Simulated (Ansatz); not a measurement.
# HfSiO4 (Hafnon, I4_1/amd): lattice thermal conductivity

Wanted: κ(T), lifetimes and mean free paths for HfSiO4 (Hafnon).

Program: Ansatz 0.2.0. Level of theory: DFT LDA, scalar-relativistic, plane waves, PAW; PAW set soft_1. Results are calculated unless marked as measured.

Most raw output is cut from this account.

### 1. The structure

The structure is tetragonal, space group I4_1/amd (No. 141). Conventional cell: a = 6.572 Å, b = 6.572 Å, c = 5.963 Å, α = 90.00°, β = 90.00°, γ = 90.00°. Nearest to Hf lie 8 O at 2.11 to 2.26 Å. Nearest to Si lie 4 O at 1.62 Å. Nearest to O lie 1 Si at 1.62 Å and 2 Hf at 2.11 to 2.26 Å. Farther neighbours and most contacts between anions are not listed.

### 2. A first coarse run

Before spending time, one coarse run tells the gap and the pressure of the starting cell.

input.yaml

```yaml
crystal:
  lattice:
    - [-3.28625, 3.28625, 2.9816]
    - [3.28625, -3.28625, 2.9816]
    - [3.28625, 3.28625, -2.9816]
  atoms:
    - { symbol: Hf, position: [0.75, 0.25, 0.5] }
    - { symbol: Hf, position: [0.0, 0.0, 0.0] }
    - { symbol: Si, position: [0.25, 0.75, 0.5] }
    - { symbol: Si, position: [0.5, 0.5, 0.0] }
    - { symbol: O, position: [0.1353, 0.3198, 0.8155] }
    - { symbol: O, position: [0.0698, 0.7543, 0.6845] }
    - { symbol: O, position: [0.5043, 0.3198, 0.1845] }
    - { symbol: O, position: [0.0698, 0.3853, 0.3155] }
    - { symbol: O, position: [0.6147, 0.9302, 0.6845] }
    - { symbol: O, position: [0.6802, 0.8647, 0.1845] }
    - { symbol: O, position: [0.2457, 0.9302, 0.3155] }
    - { symbol: O, position: [0.6802, 0.4957, 0.8155] }
kpoints:
  mp_grid: { grid: [4, 4, 4] }
hamiltonian:
  xc: lda
  pseudopotentials: { kind: paw, azcp: { folder: soft_1 }, xc_functional: pbe }
scf:
  occupations: { method: gaussian, width: 0.1 }
  lower_state_search: "off"
output:
  forces: true
  stress: true
  eigenvalues: true
```

Run with:

```sh
> ansatz run input.yaml --threads 18 --pin off --max-ram 92160MiB --backend cuda --events-out ev --progress --plain --runs-dir out --max-vram 78GiB
```

Run time: 1.1 s. Hardware: 1 × NVIDIA GB200 with 18 threads of Arm Neoverse V2, shared host; peak memory 1.1 GiB; 3.2 s of CPU time.

This step gave:

```yaml
pressure: -4.764 GPa
gap_on_the_k_mesh: 5.280 eV
volume_per_atom: 10.73 Å³/atom
```

Force by atom:

| atom | x (eV/Å) | y (eV/Å) | z (eV/Å) | size |
| --- | --- | --- | --- | --- |
| Hf1 | 0.000 | 0.000 | 0.000 | 0.000 |
| Hf2 | 0.000 | 0.000 | 0.000 | 0.000 |
| Si3 | 0.000 | 0.000 | 0.000 | 0.000 |
| Si4 | 0.000 | 0.000 | 0.000 | 0.000 |
| O5 | 0.000 | -0.196 | -0.280 | 0.342 |
| O6 | 0.196 | 0.000 | -0.280 | 0.342 |
| O7 | 0.000 | 0.196 | -0.280 | 0.342 |
| O8 | -0.196 | 0.000 | -0.280 | 0.342 |
| O9 | 0.000 | 0.196 | 0.280 | 0.342 |
| O10 | 0.196 | 0.000 | 0.280 | 0.342 |
| O11 | 0.000 | -0.196 | 0.280 | 0.342 |
| O12 | -0.196 | 0.000 | 0.280 | 0.342 |

The start is under -4.8 GPa at this level and looks like an insulator or semiconductor on this mesh.

### 3. Relaxation

The vibrations must be taken about the equilibrium of this functional, not about the starting cell, so the structure is relaxed.

Edit input.yaml of step 2 so:

```diff
@@ -19,3 +19,3 @@
 kpoints:
-  mp_grid: { grid: [4, 4, 4] }
+  mp_grid: { grid: [6, 6, 6] }
 hamiltonian:
@@ -24,3 +24,3 @@
 scf:
-  occupations: { method: gaussian, width: 0.1 }
+  occupations: { method: gaussian, width: 0.02 }
   lower_state_search: "off"
@@ -30 +30,6 @@
   eigenvalues: true
+relax:
+  adjacent_minimum: "off"
+  f_tol: 0.005
+  max_steps: 80
+  cell: { stress_tol: 0.05 }
```

Wall time 8.4 s (1 × NVIDIA GB200 with 18 threads); peak memory 1.2 GiB; 18 s of CPU time.

Step by step:

| step | energy less that of the first step (eV) | largest force component (eV/Å) | pressure (GPa) | volume (Å³) |
| --- | --- | --- | --- | --- |
| 1 | 0.0000 | 0.2804 | -4.76 | 128.80 |
| 2 | -0.0621 | 0.1693 | 1.12 | 125.47 |
| 3 | -0.0660 | 0.0293 | -0.16 | 126.18 |
| 4 | -0.0664 | 0.0125 | -0.04 | 126.13 |
| 5 | -0.0665 | 0.0195 | 0.06 | 126.11 |
| 6 | -0.0666 | 0.0050 | 0.03 | 126.11 |
| 7 | -0.0564 | 0.0051 | -0.11 | 126.11 |
| 8 | -0.0567 | 0.0002 | 0.00 | 126.05 |
| 9 | -0.0565 | 0.0002 | 0.00 | 126.05 |

The log counts 2 steps on a newly chosen plane-wave basis, not all of them marked here; energy and pressure can jump at such steps.

Forces are held to the 16 operations that the run works with; a distortion that breaks them can't arise in this run.

| conventional cell, symmetrised | before | after | change |
| --- | --- | --- | --- |
| a (Å) | 6.572 | 6.524 | -0.7 % |
| b (Å) | 6.572 | 6.524 | -0.7 % |
| c (Å) | 5.963 | 5.923 | -0.7 % |
| volume (Å³/atom) | 10.73 | 10.50 | -2.1 % |

The atoms that moved most (Å, as changes of fractional coordinates times the final cell):

| atom | dx | dy | dz | length |
| --- | --- | --- | --- | --- |
| O10 | 0.004 | 0.000 | 0.010 | 0.011 |
| O9 | 0.000 | 0.004 | 0.010 | 0.011 |
| O11 | 0.000 | -0.004 | 0.010 | 0.011 |
| O12 | -0.004 | 0.000 | 0.010 | 0.011 |
| O7 | 0.000 | 0.004 | -0.010 | 0.011 |
| O8 | -0.004 | 0.000 | -0.010 | 0.011 |
| O5 | 0.000 | -0.004 | -0.010 | 0.011 |
| O6 | 0.004 | 0.000 | -0.010 | 0.011 |

Final coordinates:

```cif
data_structure
_symmetry_space_group_name_H-M 'P 1'
_symmetry_Int_Tables_number 1
_cell_length_a 5.4820
_cell_length_b 5.4820
_cell_length_c 5.4820
_cell_angle_alpha 106.970
_cell_angle_beta 106.970
_cell_angle_gamma 114.599
_cell_volume 126.05
loop_
_atom_site_label
_atom_site_type_symbol
_atom_site_fract_x
_atom_site_fract_y
_atom_site_fract_z
_atom_site_occupancy
Hf1 Hf 0.75000 0.25000 0.50000 1
Hf2 Hf 0.00000 0.00000 0.00000 1
Si3 Si 0.25000 0.75000 0.50000 1
Si4 Si 0.50000 0.50000 0.00000 1
O5 O 0.13300 0.31806 0.81494 1
O6 O 0.06806 0.75311 0.68506 1
O7 O 0.50311 0.31806 0.18506 1
O8 O 0.06806 0.38300 0.31494 1
O9 O 0.61700 0.93194 0.68506 1
O10 O 0.68194 0.86700 0.18506 1
O11 O 0.24689 0.93194 0.31494 1
O12 O 0.68194 0.49689 0.81494 1
```

This step gave:

```yaml
pressure: -0.003352 GPa
gap_on_the_k_mesh: 5.424 eV
volume_per_atom: 10.50 Å³/atom
```

The relaxation ends with a largest force component of 2.2e-4 eV/Å and a pressure of 0.00 GPa.

### 4. Tight relaxation

The thresholds are tightened for a last relaxation ahead of the phonons, and where mesh or smearing change with them the cell follows.

input.yaml

```yaml
crystal:
  lattice:
    - [-3.2619649915, 3.2619649915, 2.9616037083]
    - [3.2619649915, -3.2619649915, 2.9616037083]
    - [3.2619649915, 3.2619649915, -2.9616037083]
  atoms:
    - { symbol: Hf, position: [0.75, 0.25, 0.5] }
    - { symbol: Hf, position: [0.0, 0.0, 0.0] }
    - { symbol: Si, position: [0.25, 0.75, 0.5] }
    - { symbol: Si, position: [0.5, 0.5, 0.0] }
    - { symbol: O, position: [0.1330008516, 0.3180574533, 0.8149433983] }
    - { symbol: O, position: [0.0680574533, 0.7531140549, 0.6850566017] }
    - { symbol: O, position: [0.5031140549, 0.3180574533, 0.1850566017] }
    - { symbol: O, position: [0.0680574533, 0.3830008516, 0.3149433983] }
    - { symbol: O, position: [0.6169991484, 0.9319425467, 0.6850566017] }
    - { symbol: O, position: [0.6819425467, 0.8669991484, 0.1850566017] }
    - { symbol: O, position: [0.2468859451, 0.9319425467, 0.3149433983] }
    - { symbol: O, position: [0.6819425467, 0.4968859451, 0.8149433983] }
kpoints:
  mp_grid: { grid: [6, 6, 6] }
hamiltonian:
  xc: lda
  pseudopotentials: { kind: paw, azcp: { folder: soft_1 }, xc_functional: pbe }
scf:
  occupations: { method: fixed }
  lower_state_search: "off"
output:
  forces: true
  stress: true
  eigenvalues: true
relax:
  adjacent_minimum: "off"
  f_tol: 0.001
  max_steps: 60
  cell: { stress_tol: 0.01 }
```

It took 2.4 s on 1 × NVIDIA GB200 with 18 threads; peak memory 1.2 GiB; 4.2 s of CPU time.

Little changed from the start: no atom moved by 0.005 Å and no cell edge by 0.1 %.

Numbers from this step:

| Property | Result |
| --- | --- |
| pressure | -0.003353 GPa |

The residual pressure is -0.0034 GPa, small enough for phonons.

### 5. An input with a fault

This input was changed on purpose, to see how the program answers.

input.yaml

```yaml
crystal:
  lattice:
    - [-3.2619649915, 3.2619649915, 2.9616037083]
    - [3.2619649915, -3.2619649915, 2.9616037083]
    - [3.2619649915, 3.2619649915, -2.9616037083]
  atoms:
    - { symbol: Hf, position: [0.75, 0.25, 0.5] }
    - { symbol: Hf, position: [0.0, 0.0, 0.0] }
    - { symbol: Si, position: [0.25, 0.75, 0.5] }
    - { symbol: Si, position: [0.5, 0.5, 0.0] }
    - { symbol: O, position: [0.1330008516, 0.3180574533, 0.8149433983] }
    - { symbol: O, position: [0.0680574533, 0.753114055, 0.6850566017] }
    - { symbol: O, position: [0.503114055, 0.3180574533, 0.1850566017] }
    - { symbol: O, position: [0.0680574533, 0.3830008516, 0.3149433983] }
    - { symbol: O, position: [0.6169991484, 0.9319425467, 0.6850566017] }
    - { symbol: O, position: [0.6819425467, 0.8669991484, 0.1850566017] }
    - { symbol: O, position: [0.246885945, 0.9319425467, 0.3149433983] }
    - { symbol: O, position: [0.6819425467, 0.4968859451, 0.8149433983] }
kpoints:
  mp_grid: { grid: [6, 6, 6] }
hamiltonian:
  xc: lda
  pseudopotentials: { kind: paw, azcp: { folder: soft_1 }, xc_functional: pbe }
scf:
  occupations: { method: fixed }
  lower_state_search: "off"
  max_iter: 100
output:
  eigenvalues: true
phonons:
  supercell: [2, 2, 2]
  dielectric: false
  third_order: { supercell: [2, 2, 2], pair_cutoff: 2.166 }
  lattice_thermal_conductivity:
    qmesh: [7, 7, 7]
    temperatures: [300]
    isotope_mass_variance:
      - { species: Hf, variance: 5.254e-05 }
      - { species: O, variance: 3.359e-05 }
      - { species: Si, variance: 0.0002007 }
    delta_function: { method: gaussian }
```

The job ended after 0.02 s (18 threads; peak memory 0.035 GiB).

The input was rejected at the start.

The program's message: “Error: invalid value for `phonons.lattice_thermal_conductivity.delta_function.standard_deviation`: required by method: gaussian — the width has no default, since the result must be converged in it; se …”

The fault put into the input: a Gaussian without its width.

### 6. A first try at the third-order batch, pair cutoff 3.149 Å, distances inside cutoff 6

This batch did not finish: the script that drives the runs cut it off, as soon as it could not fit the time left for it.

Edit input.yaml of step 5 so:

```diff
@@ -26,3 +26,2 @@
   lower_state_search: "off"
-  max_iter: 100
 output:
@@ -30,8 +29,15 @@
 phonons:
+  method: fd
+  dielectric: true
   supercell: [2, 2, 2]
-  dielectric: false
-  third_order: { supercell: [2, 2, 2], pair_cutoff: 2.166 }
+  temperatures: { t_max: 1000, t_step: 50 }
+  qpath:
+    path:
+      - [[0.0, 0.0, 0.0], [0.0, 0.0, 0.5], [-0.5, 0.5, 0.5], [0.0, 0.0, 0.0], [0.45607974, 0.45607974, -0.45607974], [0.25, 0.25, 0.25], [0.0, 0.5, 0.0], [-0.45607974, 0.54392026, 0.45607974], [-0.5, 0.5, 0.5]]
+      - [[0.0, 0.0, 0.5], [0.25, 0.25, 0.25]]
+    npoints: 10
+  third_order: { supercell: [2, 2, 2], pair_cutoff: 3.149 }
   lattice_thermal_conductivity:
-    qmesh: [7, 7, 7]
-    temperatures: [300]
+    qmesh: [9, 9, 9]
+    temperatures: [100.0, 150.0, 200.0, 300.0, 400.0, 500.0, 600.0, 800.0]
     isotope_mass_variance:
@@ -40,2 +46 @@
       - { species: Si, variance: 0.0002007 }
-    delta_function: { method: gaussian }
```

The job ended after 44 s (1 × NVIDIA GB200 with 18 threads; peak memory 4.5 GiB).

The run was cut off at its time limit.

### 7. A first try at the third-order batch, pair cutoff 2.166 Å, distances inside cutoff 2

Edit input.yaml of step 6 so:

```diff
@@ -38,3 +38,3 @@
     npoints: 10
-  third_order: { supercell: [2, 2, 2], pair_cutoff: 3.149 }
+  third_order: { supercell: [2, 2, 2], pair_cutoff: 2.166 }
   lattice_thermal_conductivity:
```

Wall time 55 s (1 × NVIDIA GB200 with 18 threads); peak memory 4.6 GiB.

The run was cut off at its time limit.

### 8. A first try at the third-order batch, pair cutoff 3.416 Å, distances inside cutoff 7

Edit input.yaml of step 7 so:

```diff
@@ -38,5 +38,5 @@
     npoints: 10
-  third_order: { supercell: [2, 2, 2], pair_cutoff: 2.166 }
+  third_order: { supercell: [2, 2, 2], pair_cutoff: 3.416 }
   lattice_thermal_conductivity:
-    qmesh: [9, 9, 9]
+    qmesh: [11, 11, 11]
     temperatures: [100.0, 150.0, 200.0, 300.0, 400.0, 500.0, 600.0, 800.0]
```

Elapsed: 55 s, on 1 × NVIDIA GB200 with 18 threads; peak memory 4.7 GiB.

The run was cut off at its time limit.

(Part 1 of 2 ends here.)

[Logs are printed without paths, hosts, clocks, repeated set-up lines and the standing remarks that a program may print on its own settings, such as how far it seeks lower states.]

[Hosts, paths, dates, database ids (printed as entryN), source tags and the programs' standing remarks are cut or masked in the printed files.]

[A step with changed settings may run another functional than the one named; its input shows which.]
